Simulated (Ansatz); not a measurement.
An input for Ansatz 0.2.0 (SrTiO3 (I4/mcm)):

```yaml
crystal:
  lattice:
    - [-2.7555, 2.7555, 3.898]
    - [2.7555, -2.7555, 3.898]
    - [2.7555, 2.7555, -3.898]
  atoms:
    - { symbol: Sr, position: [0.75, 0.25, 0.5] }
    - { symbol: Sr, position: [0.25, 0.75, 0.5] }
    - { symbol: Ti, position: [0.0, 0.0, 0.0] }
    - { symbol: Ti, position: [0.5, 0.5, 0.0] }
    - { symbol: O, position: [0.25, 0.25, 0.0] }
    - { symbol: O, position: [0.75, 0.75, 0.0] }
    - { symbol: O, position: [0.7451, 0.2451, 0.9902] }
    - { symbol: O, position: [0.2451, 0.2549, 0.5] }
    - { symbol: O, position: [0.2549, 0.7549, 0.0098] }
    - { symbol: O, position: [0.7549, 0.7451, 0.5] }
kpoints:
  mp_grid: { grid: [4, 4, 4] }
hamiltonian:
  xc: pbe
  pseudopotentials: { kind: paw, source: ansatz }
scf:
  occupations: { method: fixed }
gw:
  n_empty_bands: 704
  ecut_chi: 190.0
  qp_bands: [v3, c3]
  qp_kpoints: band_edges
  screening: { model: contour_deformation }
```

```sh
ansatz run input.yaml --threads 4 --pin off --max-ram 138240MiB --backend cuda --events-out ev --progress --plain --runs-dir out --devices 1 --max-vram 26GiB
```

Question: How long will it take on 1 × NVIDIA H100 80GB HBM3 (shared by 3 runs) with 4 threads of AMD EPYC 7R13 (Zen 3), shared host, and how much memory?

It took 69 s; on shared hardware allow 35 s to 2.3 min. Peak host memory was 3.8 GiB. The sizes that set the cost: 7631 plane waves a state, 13 irreducible k points, 744 bands summed, 725 plane waves in the screening and 10 SCF cycles.

The screening grows as filled bands × empty bands × pairs of k points, times the square of the screening basis for the matrix.

[Paths, hosts, dates, memory and timing lines, banners, echoed tables and standing remarks are left out of the program output.]

[Logs are printed without paths, hosts, clocks, repeated set-up lines and the standing remarks that a program may print on its own settings, such as how far it seeks lower states.]

[Runs of the session that timed out or met a known fault of the program may be left out.]

[Cells called generated may have been cut or substituted from an entry of the Crystallography Open Database or the Materials Project.]

[Hosts, paths, dates, database ids (printed as entryN), source tags and the programs' standing remarks are cut or masked in the printed files.]
